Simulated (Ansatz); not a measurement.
# La3InB (Pm-3m): a soft mode frozen in

Which phase does La3InB (Pm-3m) fall into along its unstable mode, and how much energy does it gain?

Calculated with Ansatz 0.2.0; DFT PBEsol, scalar-relativistic, plane waves, PAW; PAW set soft_1.

This is a report of a sequence of runs, with most program output left out.

### 1. The starting structure

It takes space group Pm-3m (No. 221, cubic). Conventional cell: a = 5.247 Å, b = 5.247 Å, c = 5.247 Å, α = 90.00°, β = 90.00°, γ = 90.00°. Nearest to La lie 2 B at 2.62 Å and 8 La at 3.71 Å and 4 In at 3.71 Å. In has 12 La at 3.71 Å nearest. Nearest to B lie 6 La at 2.62 Å. Farther neighbours are not listed.

As a file:

```cif
data_structure
_symmetry_space_group_name_H-M 'P 1'
_symmetry_Int_Tables_number 1
_cell_length_a 5.2473
_cell_length_b 5.2473
_cell_length_c 5.2473
_cell_angle_alpha 90.000
_cell_angle_beta 90.000
_cell_angle_gamma 90.000
_cell_volume 144.48
loop_
_atom_site_label
_atom_site_type_symbol
_atom_site_fract_x
_atom_site_fract_y
_atom_site_fract_z
_atom_site_occupancy
La1 La 0.50000 0.00000 0.50000 1
La2 La 0.50000 0.50000 0.00000 1
La3 La 0.00000 0.50000 0.50000 1
In4 In 0.00000 0.00000 0.00000 1
B5 B 0.50000 0.50000 0.50000 1
```

### 2. Response at finite wavevector

The cell comes from relaxations at this level that are not shown. Stability and thermal properties need the whole zone. Linear response on a 2×2×2 q mesh gives force constants as far as a supercell of that size would.

Input file input.yaml:

```yaml
crystal:
  lattice:
    - [5.2472787968, 0.0, 0.0]
    - [0.0, 5.2472787968, 0.0]
    - [0.0, 0.0, 5.2472787968]
  atoms:
    - { symbol: La, position: [0.5, 0.0, 0.5] }
    - { symbol: La, position: [0.5, 0.5, 0.0] }
    - { symbol: La, position: [0.0, 0.5, 0.5] }
    - { symbol: In, position: [0.0, 0.0, 0.0] }
    - { symbol: B, position: [0.5, 0.5, 0.5] }
kpoints:
  mp_grid: { grid: [8, 8, 8] }
hamiltonian:
  xc: pbesol
  pseudopotentials: { kind: paw, azcp: { folder: soft_1 }, xc_functional: pbe }
scf:
  occupations: { method: methfessel_paxton, width: 0.2 }
output:
  eigenvalues: true
phonons:
  method: dfpt
  qmesh: [2, 2, 2]
  temperatures: { t_max: 1000, t_step: 50 }
  qpath:
    path:
      - [[0.0, 0.0, 0.0], [0.0, 0.5, 0.0], [0.5, 0.5, 0.0], [0.0, 0.0, 0.0], [0.5, 0.5, 0.5], [0.0, 0.5, 0.0]]
      - [[0.5, 0.5, 0.5], [0.5, 0.5, 0.0]]
    npoints: 10
```

Launch:

```sh
> ansatz run input.yaml --threads 4 --pin off --max-ram 10240MiB --backend cpu --events-out ev --progress --plain --runs-dir out
```

The job ended after 4.7 min (4 threads of AMD EPYC 9B14 (Zen 4), shared host; peak memory 2.1 GiB; 18 min of CPU time).

Numbers from this step:

* volume per atom: 28.90 Å³
* gap on the k-mesh: 0 eV
* sum-rule residual before enforcement: 4.67e-5 eV/Å²
* lowest frequency on the path: -118.0 cm⁻¹
* point group: m-3m
* highest frequency on the path or at a solved wavevector: 410.3 cm⁻¹
* highest optical mode at the zone centre (no LO-TO term): 162.0 cm⁻¹
* lowest optical zone-centre mode: -118.0 cm⁻¹
* lowest mode on the q mesh (acoustic modes at Γ apart): -118.0 cm⁻¹

Frequencies (cm⁻¹) solved at each irreducible wavevector; negative means imaginary. Frequencies by wavevector, by row:

```tsv
q in reciprocal lattice units	star	mode 1	mode 2	mode 3	mode 4	mode 13	mode 14	mode 15
0 0 0	1	-118	-118	-118	-59.9	162	162	162
0 0 -0.5	3	-12.6	-12.6	36.8	42	305.2	305.2	329.7
0 -0.5 -0.5	3	18.3	53.6	53.6	61.9	349.5	361.8	361.8
-0.5 -0.5 -0.5	1	-3.7	-3.7	-3.7	54	410.3	410.3	410.3
```

Interpolated from a 2×2×2 q mesh. The phonon branches at the labelled points (cm⁻¹):

```tsv
point	branch 1	branch 2	branch 3	branch 4	branch 12	branch 13	branch 14	branch 15
Γ	-118	-118	-118	-60	67	162	162	162
halfway	-44	-44	-33	24	125	230	230	236
X	-13	-13	37	42	143	305	305	330
halfway	22	37	43	48	142	328	333	346
M	18	54	54	62	145	350	362	362
halfway	-28	-12	28	36	125	282	288	289
Γ	-118	-118	-118	-60	67	162	162	162
halfway	-26	25	25	60	131	325	325	325
R	-4	-4	-4	54	166	410	410	410
halfway	16	23	34	64	145	357	358	367
X	-13	-13	37	42	143	305	305	330
jump to R	-4	-4	-4	54	166	410	410	410
halfway	13	27	27	62	154	380	387	387
M	18	54	54	62	145	350	362	362
```

Symmetry leaves 4 wavevectors to solve. The lowest mode among them, the acoustic zeros apart, lies at Γ and is imaginary, 118.0i cm⁻¹, so the energy falls along it.

### 3. The mode frozen in, largest atomic shift 0 Å

The mode followed lies at Γ with frequency 118.0i cm⁻¹ and is 3-fold degenerate, the softest among the wavevectors solved. At small amplitude the distorted cell has space group no. 38 by a symmetry search on the positions. The undistorted cell that holds it gives the zero of energy on the same k mesh.

input.yaml, the sections that differ from step 2:

```yaml
output:
  forces: true
  stress: true
  eigenvalues: true
# crystal, kpoints, hamiltonian, scf: as in step 2
# phonons: removed
```

The job ended after 2.1 s (4 threads; peak memory 0.6 GiB; 7.7 s of CPU time).

This step gave:

```
pressure                         : -1.25e-4 GPa
energy from the undistorted cell : 0 meV/atom
```

The run ends at a pressure of 0.00 GPa.

### 4. The mode frozen in, largest atomic shift 0.14 Å

The atoms are moved along the unstable eigenvector, the largest shift by 0.14 Å, with the cell fixed.

input.yaml, the sections that differ from step 3:

```yaml
crystal:
  lattice:
    - [5.2472787968, 0.0, 0.0]
    - [0.0, 5.2472787968, 0.0]
    - [0.0, 0.0, 5.2472787968]
  atoms:
    - { symbol: La, position: [0.5, 0.0019742883, 0.4982888082] }
    - { symbol: La, position: [0.5, 0.4982888082, 0.0019742883] }
    - { symbol: La, position: [0.0, 0.4982888082, 0.4982888082] }
    - { symbol: In, position: [0.0, -2.43226e-05, -2.43226e-05] }
    - { symbol: B, position: [0.5, 0.5188659595, 0.5188659595] }
# kpoints, hamiltonian, scf, output: as in step 3
```

It took 9.2 s on 4 threads; peak memory 0.73 GiB; 36 s of CPU time.

This step gave:

```yaml
pressure: -0.04992 GPa
energy_from_the_undistorted_cell: -0.868 meV/atom
```

The energy, extrapolated to zero smearing, is -0.87 meV/atom against the undistorted cell.

The run ends at a pressure of -0.05 GPa, with forces up to 0.11 eV/Å.

### 5. Energy along the mode, all amplitudes (two of the runs are shown above)

An imaginary frequency means negative curvature, so the energy should fall and then rise again as anharmonic terms take over.

This step gave:

```yaml
depth_at_the_lowest_point_sampled: 0.868 meV/atom
largest_atomic_shift_at_that_point: 0.14 Å
```

The energy from the parent by largest atomic shift:

```tsv
largest atomic shift (Å)	energy from the parent (meV/atom)
0.000	0
0.040	-0.15
0.080	-0.513
0.140	-0.868
0.220	1.05
0.320	10.7
```

Displacement at unit largest shift by atom:

```tsv
atom	x (Å)	y (Å)	z (Å)	size
La1	0.000	0.074	-0.064	0.098
La2	0.000	-0.064	0.074	0.098
La3	0.000	-0.064	-0.064	0.091
In4	0.000	-0.001	-0.001	0.001
B5	0.000	0.707	0.707	1.000
```

The lowest of the steps tried is at 0.14 Å, 0.868 meV/atom below the parent; the bottom of the well need not coincide with a step.

### 6. Relaxation from the frozen mode

Starting from the lowest point found, all atoms and the cell are let go, so that strain and other modes of the same symmetry can join in.

Edit input.yaml of step 4 so:

```diff
@@ -22 +22,6 @@
   eigenvalues: true
+relax:
+  adjacent_minimum: "off"
+  f_tol: 0.002
+  max_steps: 120
+  cell: { stress_tol: 0.03 }
```

Elapsed: 2.6 min, on 4 threads; peak memory 0.8 GiB; 10 min of CPU time.

Relaxation path:

```tsv
step	energy less that of the first step (eV)	largest force component (eV/Å)	pressure (GPa)	volume (Å³)
1	0.0000	0.1081	-0.05	144.48
2	0.0325	0.4594	-0.16	143.78
3	-0.0019	0.0072	-0.02	144.20
4	-0.0020	0.0082	0.00	144.15
5	-0.0029	0.0262	0.09	143.83
6	-0.0057	0.0579	0.15	143.56
7	-0.0185	0.1277	0.24	142.83
8	-0.0235	0.1985	0.34	141.30
9	-0.0395	0.1514	0.13	142.63
10	-0.0497	0.0766	0.08	142.60
11	-0.0542	0.0774	0.16	142.11
12	-0.0550	0.0877	0.06	142.65
13	-0.0567	0.0139	0.01	142.64
14	-0.0567	0.0163	0.05	142.59
15	-0.0568	0.0046	-0.01	142.70
16	-0.0568	0.0039	0.00	142.69
17	-0.0568	0.0002	0.00	142.68
18*	-0.0567	0.0002	0.00	142.68
```

Relaxation steps marked * repeat the geometry before them on a plane-wave basis chosen anew for their cell, so energy and pressure can jump there. Relaxation steps 2, 14 were tried and not accepted.

The run keeps the 4 symmetry operations that it works with, so distortions that break them were not tested.

```tsv
conventional cell, symmetrised	before	after	change
a (Å)	5.247	5.220	-0.5 %
b (Å)	7.421	7.317	-1.4 %
c (Å)	7.421	7.471	+0.7 %
volume (Å³/atom)	28.90	28.54	-1.2 %
```

The atoms that moved most (Å, as changes of fractional coordinates times the final cell):

```tsv
atom	dx	dy	dz	length
La3	0.000	-0.163	-0.163	0.230
La1	0.000	0.000	0.227	0.227
La2	0.000	0.227	0.000	0.227
B5	0.000	-0.082	-0.082	0.116
In4	0.000	0.017	0.017	0.025
```

The relaxed structure:

```xyz
5
Lattice="5.2205 0.0000 0.0000 0.0000 5.2281 0.0545 0.0000 0.0545 5.2281" Properties=species:S:1:pos:R:3 pbc="T T T"
La    2.6102    0.0374    2.8324
La    2.6102    2.8324    0.0374
La    0.0000    2.4697    2.4697
In    0.0000    0.0174    0.0174
B     2.6102    2.6589    2.6589
```

Numbers from this step:

```yaml
pressure: 0.001027 GPa
volume_per_atom: 28.54 Å³
```

The distorted start has space group Amm2; the relaxation ends in Amm2.

### 7. The new phase in its own primitive cell

The relaxed structure is symmetrised, reduced to its primitive cell and relaxed tightly, as its phonons need.

input.yaml, the sections that differ from step 6:

```yaml
crystal:
  lattice:
    - [5.2204680877, 0.0, 0.0]
    - [0.0, 3.6583386358, 3.735359009]
    - [0.0, -3.6583386358, 3.735359009]
  atoms:
    - { symbol: La, position: [0.5, 0.0015190399, 0.5417501103] }
    - { symbol: La, position: [0.5, 0.5417501103, 0.0015190399] }
    - { symbol: La, position: [0.0, 0.4675112055, 0.4675112055] }
    - { symbol: In, position: [0.0, 0.0032853601, 0.0032853601] }
    - { symbol: B, position: [0.5, 0.5033278257, 0.5033278257] }
relax:
  adjacent_minimum: "off"
  f_tol: 0.001
  max_steps: 60
  cell: { stress_tol: 0.01 }
# kpoints, hamiltonian, scf, output: as in step 6
```

Run time: 19 s. Hardware: 4 threads; peak memory 0.77 GiB; 74 s of CPU time.

Little changed from the start: no atom moved by 0.005 Å and no cell edge by 0.1 %.

This step gave:

```
pressure : 0.001025 GPa
```

The largest force component left is 0.26 meV/Å and the pressure is 0.001 GPa, within the tolerances set. The cell now holds 28.54 Å³/atom.

### 8. Modes of the new phase

A relaxed structure may still be a saddle point, so its zone-centre modes are computed. No field response is asked, since the mesh shows no gap.

Edit input.yaml of step 7 so:

```diff
@@ -19,9 +19,4 @@
 output:
-  forces: true
-  stress: true
   eigenvalues: true
-relax:
-  adjacent_minimum: "off"
-  f_tol: 0.001
-  max_steps: 60
-  cell: { stress_tol: 0.01 }
+phonons:
+  method: dfpt
```

It took 3.7 min on 4 threads; peak memory 3.2 GiB.

This step gave:

```yaml
sum_rule_residual_before_enforcement: 5.37e-5 eV/Å²
point_group: mm2
highest_optical_mode_at_the_zone_centre_no_lo_to_term: 356.2 cm⁻¹
lowest_optical_zone_centre_mode: -27.43 cm⁻¹
```

Patterns of degenerate modes are one choice out of their space. Modes at Γ, with each element's share of the kinetic energy (negative means imaginary):

```tsv
mode	frequency (cm⁻¹)	symmetry	La %	In %	B %
1	-27.4	B2	100	0	0
2	0.0	acoustic	77	21	2
3	0.0	acoustic	77	21	2
4	0.0	acoustic	77	21	2
5	40.4	A2	100	0	0
6	65.5	A1	89	11	0
7	73.0	B1	23	74	3
8	73.2	B2	21	79	1
9	78.0	A1	33	66	1
10	95.4	B1	84	5	11
11	100.1	B2	91	0	9
12	108.0	A1	95	2	3
13	251.6	B1	16	0	84
14	284.7	B2	12	0	88
15	356.2	A1	6	0	94
```

Displacements in mode 1 (-27.4 cm⁻¹), the largest set to 1:
```
La1  0.00 -0.51  0.49
La2  0.00 -0.51 -0.49
La3  0.00  1.00  0.00
In4  0.00  0.01  0.00
B5   0.00  0.10  0.00
```

Displacements in mode 10 (95.4 cm⁻¹), the largest set to 1:
```
La1 -0.38  0.00  0.00
La2 -0.38  0.00  0.00
La3  0.53  0.00  0.00
In4  0.20  0.00  0.00
B5   1.00  0.00  0.00
```

Before it was imposed, the acoustic sum rule was missed by 5.4e-5 eV/Å². Small misses are needed for a sound result but don't prove that mesh and cutoff are converged. The lowest optical mode is imaginary, 27.4i cm⁻¹, so the energy falls along it.

### 9. Outcome

| Item | Value |
| --- | --- |
| unstable mode of the parent | q = (0, 0, 0), 118i cm⁻¹ |
| depth at the lowest point sampled | 0.868 meV/atom |
| largest atomic shift at that point | 0.14 Å |
| space group reached (within 0.01 Å) | Amm2 |
| energy gained over the parent (first relaxation, on the mesh of the frozen mode) | 12.0 meV/atom |
| volume per atom, phase reached | 28.5 Å³ |
| lowest optical zone-centre mode, phase reached | -27.4 cm⁻¹ |
| highest optical mode at the zone centre (no LO-TO term), phase reached | 356 cm⁻¹ |

From this start the structure relaxes into Amm2, 12.0 meV/atom below the parent. At the parent's cell the well is 0.868 meV/atom deep on the steps tried, with its lowest point at a shift of 0.14 Å. Relaxing atoms and cell changes the gain by +11.16 meV/atom against the lowest step (energies at zero smearing). Most of the total comes from this relaxation. The frozen pattern makes up only 0 % of the final shifts of the atoms, so other modes or strain give most of the change. The new phase still has an imaginary mode at the zone centre of its cell, so it is a saddle point on the way to a lower structure. How so shallow a well moves with the k mesh was not tested. Of the 6 patterns followed to their end from this parent, this one ends 2.04 meV/atom above the lowest, P-4m2. Each path keeps the symmetry of its pattern, so a lower phase may lie along a pattern not tried. With no gap, or one that is small against the smearing, the frequencies hang on the k mesh and the smearing, most of all near Kohn anomalies. The phonon runs are without spin polarisation, although the cell has an odd electron count. Spin-orbit coupling is left out, which can matter for the heavy elements here. The PAW files were made for PBE and serve the other functionals too.

[Logs are printed without paths, hosts, clocks, repeated set-up lines and the standing remarks that a program may print on its own settings, such as how far it seeks lower states.]

[Hosts, paths, dates, database ids (printed as entryN), source tags and the programs' standing remarks are cut or masked in the printed files.]
